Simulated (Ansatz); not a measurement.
# Work function of fcc Ag face by face (PBEsol, PAW set soft_1)

Does the work function of Ag follow how densely a face is packed?

All values are computed: Ansatz 0.2.0, PBEsol, plane waves, PAW set soft_1, scalar-relativistic unless marked; slabs or sheets with vacuum, the vacuum level from the planar mean of the electrostatic potential.

```
 face  atoms in the slab  top-layer atoms per Å²  work function (eV)
(110)                  8                   0.085                4.31
(100)                  6                   0.120                4.39
(111)                  6                   0.138                4.59
```

The densest face listed is +0.28 eV against the most open one. That fits Smoluchowski's order: on an open face electrons flow from the ridges into the troughs, which leaves a dipole with its positive end outwards and lowers the barrier.

The slabs are 1×1 cuts on the parent's lattice, 9.8 to 11.6 Å between the outer relaxed layers.

[Logs are printed without paths, hosts, clocks, repeated set-up lines and the standing remarks that a program may print on its own settings, such as how far it seeks lower states.]
